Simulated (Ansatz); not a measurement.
# InAs wire along [111], 14 atoms a period, H-terminated: bands by functional, part 2 of 2

What gap, if any, does the InAs wire along [111], 14 atoms a period, H-terminated have, and how does it change with the functional?

Ansatz 0.2.0; DFT PBE, plane waves, PAW; relaxation of a wire's period; PAW set soft_1 (the session's first sound run).

So far. Step 2 (The relaxed wire): The cell's length comes to 10.817 Å with spin left out.

## Step 3: The wire at its relaxed period

This step: DFT PBE, plane waves, PAW; bands of a perfect wire; PAW set soft_1 (Ansatz 0.2.0).

At the relaxed period the bands are computed along the axis; those that cross an energy going forward count the channels that a perfect wire would open there.

input.yaml

```yaml
crystal:
  lattice:
    - [14.084, 0.0, 0.0]
    - [0.0, 14.994, 0.0]
    - [0.0, 0.0, 10.8167200426]
  atoms:
    - { symbol: In, position: [0.335528044, 0.417919446, 0.987417131] }
    - { symbol: In, position: [0.664471956, 0.417919446, 0.987417131] }
    - { symbol: As, position: [0.353537293, 0.427825218, 0.240322407] }
    - { symbol: As, position: [0.5, 0.66613458, 0.24027972] }
    - { symbol: As, position: [0.646462707, 0.427825218, 0.240322407] }
    - { symbol: H, position: [0.234269671, 0.651267835, 0.294652333] }
    - { symbol: H, position: [0.5, 0.219076519, 0.294722553] }
    - { symbol: H, position: [0.765730329, 0.651267835, 0.294652333] }
    - { symbol: H, position: [0.267914805, 0.381375408, 0.297898196] }
    - { symbol: H, position: [0.5, 0.759015995, 0.29781603] }
    - { symbol: H, position: [0.732085195, 0.381375408, 0.297898196] }
    - { symbol: In, position: [0.339472179, 0.594355335, 0.321654168] }
    - { symbol: In, position: [0.5, 0.333150519, 0.321706541] }
    - { symbol: In, position: [0.660527821, 0.594355335, 0.321654168] }
    - { symbol: As, position: [0.358301896, 0.584124082, 0.574984627] }
    - { symbol: As, position: [0.5, 0.353585969, 0.575004873] }
    - { symbol: As, position: [0.641698104, 0.584124082, 0.574984627] }
    - { symbol: H, position: [0.266653363, 0.547219447, 0.628996348] }
    - { symbol: H, position: [0.346477003, 0.67712823, 0.628982502] }
    - { symbol: H, position: [0.420158821, 0.297454674, 0.628982678] }
    - { symbol: H, position: [0.579841179, 0.297454674, 0.628982678] }
    - { symbol: H, position: [0.653522997, 0.67712823, 0.628982502] }
    - { symbol: H, position: [0.733346637, 0.547219447, 0.628996348] }
    - { symbol: In, position: [0.5, 0.507307173, 0.707336709] }
    - { symbol: As, position: [0.5, 0.507191763, 0.945816849] }
    - { symbol: H, position: [0.240112313, 0.485753643, 0.948417458] }
    - { symbol: H, position: [0.350500184, 0.306330348, 0.94868801] }
    - { symbol: H, position: [0.389649619, 0.729192904, 0.948457049] }
    - { symbol: H, position: [0.610350381, 0.729192904, 0.948457049] }
    - { symbol: H, position: [0.649499816, 0.306330348, 0.94868801] }
    - { symbol: H, position: [0.759887687, 0.485753643, 0.948417458] }
    - { symbol: In, position: [0.5, 0.685685046, 0.987386944] }
kpoints:
  mp_grid: { grid: [1, 1, 8] }
  band_path: { path: ["Γ", Z], npoints: 90 }
scf:
  occupations: { method: fermi_dirac, width: 0.05 }
hamiltonian:
  xc: pbe
  pseudopotentials: { kind: paw, azcp: { folder: soft_1 } }
output:
  dos: { e_range: [-5, 4] }
  write_potential: true
  write_density: true
  volumetric_format: npy
```

The run is started by

```
$ ansatz run input.yaml --threads 4 --pin off --max-ram 16384MiB --backend cpu --events-out ev --progress --plain --runs-dir out
```

Numbers of over 12 decimals in the logs are rounded to 6 here.

Log:

```text
[...]
Crystal: 32 atoms, lattice volume = 2284.226 Å³
Basis set: ecut = 420 eV, 44565 PW (Γ)
Bands: 139, of which v1, the nominal top of the filled ones, is band 107 counted from 1 (106 counted from 0)
Symmetry: 2 space group operations
[...]
k-points: 5 of 8 (time reversal used)
[...]
SCF iter   1: F=—  HF=-73465.993474 eV  |F-HF|=—  |Δ(HF+E_count)|=         —  Δρ=2.72e-2  dr2=1.87e1  ethr=3.10e-3  ⟨swp⟩=7.0  Hψ=3118  notcnv=0  defer=26
[...]
SCF iter  10: F=-73459.964873 eV  HF=-73459.964873 eV  |F-HF|=1.59e-8  |Δ(HF+E_count)|=   3.83e-7  Δρ=1.16e-6  dr2=4.13e-8  ethr=4.67e-11  ⟨swp⟩=16.2  Hψ=3805  notcnv=0
SCF 1 converged in 10 iterations: F = -73459.964873 eV  dr2 = 4.13e-8
[...]
NSCF: frozen V_eff on 91 k-points
WARN: pass on a band path, mesh or list of k-points: the 91 k-points are solved 48 at a time at the most, because the 14.40 GiB of host memory that the pass is priced against does not hold them all with the solver's workspace as planned. The pass can take longer, above all where fewer k-points are solved at a time than the run has threads. As a rule a larger memory budget leaves room for more at once. The budget is what a run with no `--max-ram-frac` typed is planned for, 0.8 of the host's memory or its container's limit. More memory there lifts it, and so does a share over 0.88 that is typed (of such a share the budget is ten elevenths): [rest of the remark cut]
WARN: The output density's exchange-correlation potential varies sharply where the density is thin. Do not read a vacuum level from v_tot or v_xc, or from such a field of the output density. On a cell that repeats whose density bears no net charge and no dipole along the vacuum's axis use v_es (v_loc + v_h of the components); under efield.dipole_correction with no amplitude use v_es + v_field, which holds any externa [...]
SCF converged after 10 iterations
Free energy (F): -73459.964873 eV
[...]
Internal energy: -73459.964873 eV  (E = F + TS)
E sigma→0 (E₀):  -73459.964873 eV
Fermi energy:    -2.156592 eV
[...]
--- Band table (eV; the first three rows and the last of 5) ---
  k-point 0: bands = [... 103 lower, -3.9793, -3.6828, -3.6827, -3.5568, -0.7408, -0.0204, -0.0138, 0.0801, ... 28 higher]
  k-point 1: bands = [... 103 lower, -3.9544, -3.6787, -3.6787, -3.6054, -0.7366, -0.1380, -0.1330, 0.0769, ... 28 higher]
  k-point 2: bands = [... 103 lower, -3.9096, -3.7448, -3.6669, -3.6669, -0.7194, -0.2451, -0.2404, -0.0357, ... 28 higher]
  k-point 4: bands = [... 103 lower, -3.8703, -3.8694, -3.6459, -3.6458, -0.6660, -0.3204, -0.3158, -0.2327, ... 28 higher]
```

It took 9.9 min on 4 threads of Arm Neoverse V2, shared host; peak memory 11 GiB; 39 min of CPU time.

Numbers from this step:

```
band gap : 2.816 eV
```

The electronic bands at the labelled points (eV, zero at the Fermi level; v1 is the highest filled band, c1 the lowest empty one):

| point | v4 | v3 | v2 | v1 | c1 | c2 | c3 | c4 |
| --- | --- | --- | --- | --- | --- | --- | --- | --- |
| Γ | -1.82 | -1.53 | -1.53 | -1.40 | 1.42 | 2.14 | 2.14 | 2.24 |
| halfway | -1.75 | -1.59 | -1.51 | -1.51 | 1.44 | 1.91 | 1.92 | 2.12 |
| Z | -1.71 | -1.71 | -1.49 | -1.49 | 1.49 | 1.84 | 1.84 | 1.92 |

The gap is 2.82 eV, with spin left out.

The path shows a direct gap of 2.82 eV (valence top at Γ, conduction bottom at Γ).

## Step 4: Another level of theory, cutoff 500 eV, k-mesh 1×1×6

This step: DFT r2SCAN, plane waves, PAW; bands of a perfect wire at the PBE geometry; PAW set soft_1 (Ansatz 0.2.0).

The atoms stay at the PBE geometry and the functional changes. r2SCAN also reads the kinetic-energy density; it often gives larger moments and wider gaps than PBE, at a higher cost. Against the first PBE run of this kind, the cutoff is 500 eV against 420 and the mesh along the wire has 6 points against 8.

Changes to input.yaml since step 3:

```diff
@@ -39,3 +39,3 @@
 kpoints:
-  mp_grid: { grid: [1, 1, 8] }
+  mp_grid: { grid: [1, 1, 6] }
   band_path: { path: ["Γ", Z], npoints: 90 }
@@ -44,8 +44,3 @@
 hamiltonian:
-  xc: pbe
+  xc: r2scan
   pseudopotentials: { kind: paw, azcp: { folder: soft_1 } }
-output:
-  dos: { e_range: [-5, 4] }
-  write_potential: true
-  write_density: true
-  volumetric_format: npy
```

Log:

```text
[...]
Crystal: 32 atoms, lattice volume = 2284.226 Å³
Basis set: ecut = 500 eV, 58023 PW (Γ), exchange–correlation on 432×480×320 points (64 copies of the dense FFT grid, shifted against one another)
Bands: 139, of which v1, the nominal top of the filled ones, is band 107 counted from 1 (106 counted from 0)
Symmetry: 2 space group operations
[...]
k-points: 4 of 6 (time reversal used)
[...]
SCF iter   1: F=—  HF=-73623.622972 eV  |F-HF|=—  |Δ(HF+E_count)|=         —  Δρ=2.61e-2  dr2=1.75e1  dr2_τ=1.80e-1  ethr=3.10e-3  ⟨swp⟩=7.0  Hψ=2501  notcnv=0  defer=24
[...]
SCF iter  10: F=-73619.430743 eV  HF=-73619.430743 eV  |F-HF|=4.49e-8  |Δ(HF+E_count)|=   6.35e-7  Δρ=8.71e-7  dr2=2.02e-8  dr2_τ=4.34e-10  ethr=4.67e-11  ⟨swp⟩=18.0  Hψ=3037  notcnv=0
SCF 1 converged in 10 iterations: F = -73619.430743 eV  dr2 = 2.02e-8
[...]
SCF converged after 10 iterations
Free energy (F): -73619.430743 eV
[...]
Internal energy: -73619.430743 eV  (E = F + TS)
E sigma→0 (E₀):  -73619.430743 eV
Fermi energy:    -2.181501 eV
[...]
--- Band table (eV) ---
  k-point 0: bands = [... 103 lower, -4.2075, -3.9088, -3.9086, -3.7735, -0.5551, 0.1619, 0.1666, 0.2591, ... 28 higher]
  k-point 1: bands = [... 103 lower, -4.1715, -3.9006, -3.9004, -3.8613, -0.5551, 0.0022, 0.0054, 0.2676, ... 28 higher]
  k-point 2: bands = [... 103 lower, -4.1233, -4.1052, -3.8803, -3.8803, -0.5425, -0.1049, -0.1018, 0.1014, ... 28 higher]
  k-point 3: bands = [... 103 lower, -4.1082, -4.1070, -3.8687, -3.8686, -0.5271, -0.1350, -0.1319, 0.0106, ... 28 higher]
```

Wall time 16 min (4 threads); peak memory 12 GiB.

Numbers from this step:

* band gap: 3.218 eV

The electronic bands at the labelled points (eV, zero at the Fermi level; v1 is the highest filled band, c1 the lowest empty one):

| point | v4 | v3 | v2 | v1 | c1 | c2 | c3 | c4 |
| --- | --- | --- | --- | --- | --- | --- | --- | --- |
| Γ | -2.03 | -1.73 | -1.73 | -1.59 | 1.63 | 2.34 | 2.35 | 2.44 |
| halfway | -1.96 | -1.78 | -1.71 | -1.71 | 1.63 | 2.12 | 2.12 | 2.37 |
| Z | -1.93 | -1.93 | -1.69 | -1.69 | 1.65 | 2.05 | 2.05 | 2.19 |

The gap is 3.22 eV, against 2.82 eV under PBE at the relaxed period.

## Step 5: Another level of theory, level HSE06, cutoff 420 eV

This step: DFT HSE06, plane waves, PAW; levels of a perfect wire at the PBE geometry; PAW set soft_1 (Ansatz 0.2.0).

The atoms stay at the PBE geometry and the functional changes. HSE06 mixes in a quarter of short-range exact exchange, which removes part of the self-interaction that closes gaps; it is dear, so the mesh is thinner and no path is run. Against the first PBE run of this kind, the mesh along the wire has 3 points against 8.

Changes to input.yaml since step 4:

```diff
@@ -39,4 +39,3 @@
 kpoints:
-  mp_grid: { grid: [1, 1, 6] }
-  band_path: { path: ["Γ", Z], npoints: 90 }
+  mp_grid: { grid: [1, 1, 3] }
 scf:
@@ -44,3 +43,3 @@
 hamiltonian:
-  xc: r2scan
+  xc: hse06
   pseudopotentials: { kind: paw, azcp: { folder: soft_1 } }
```

Log:

```text
[...]
Crystal: 32 atoms, lattice volume = 2284.226 Å³
Basis set: ecut = 420 eV, 44565 PW (Γ)
Bands: 139, of which v1, the nominal top of the filled ones, is band 107 counted from 1 (106 counted from 0)
Symmetry: 2 space group operations
[...]
k-points: 2 of 3 (time reversal used)
[...]
Free energy (F): -73496.712848 eV
Frozen-core exchange: fock
[...]
Internal energy: -73496.712848 eV  (E = F + TS)
E sigma→0 (E₀):  -73496.712848 eV
Fermi energy:    -2.218419 eV
[...]
--- Band table (eV) ---
  k-point 0: bands = [... 103 lower, -4.5089, -4.2342, -4.2336, -4.0282, -0.3685]
  k-point 1: bands = [... 103 lower, -4.4419, -4.3834, -4.1895, -4.1893, -0.3593]
  guard bands above this table: 31 of the run's 139 bands. The solve was not asked for them (output.publish_guard_bands: true or output.eigenvalues: true publishes all)
```

It took 6 min on 4 threads; peak memory 5.5 GiB.

Numbers from this step:

| Property | Result |
| --- | --- |
| band gap | 3.660 eV |

The gap is 3.66 eV, against 2.82 eV under PBE at the relaxed period.

## Step 6: Outcome

```
cell length, PBE : 10.82 Å
gap, PBE         : 2.82 eV
gap, r2SCAN      : 3.22 eV
gap, HSE06       : 3.66 eV
```

Under PBE the cell's length is 10.82 Å, and a gap of 2.82 eV makes it a semiconductor. At the relaxed period the wire is gapped under every functional, from 2.82 eV (PBE) to 3.66 eV (HSE06). Weak screening in one dimension makes quasiparticle gaps larger than the semilocal gaps, as a rule. Plain hydrogen on a compound's surface is a simple closure: it may leave surface states, and facets that end in unlike atoms put a field across the wire, both of which shrink the gap. A hybrid's gap is read on a coarse mesh, without a band path.

[Logs are printed without paths, hosts, clocks, repeated set-up lines and the standing remarks that a program may print on its own settings, such as how far it seeks lower states.]

[Hosts, paths, dates, database ids (printed as entryN), source tags and the programs' standing remarks are cut or masked in the printed files.]
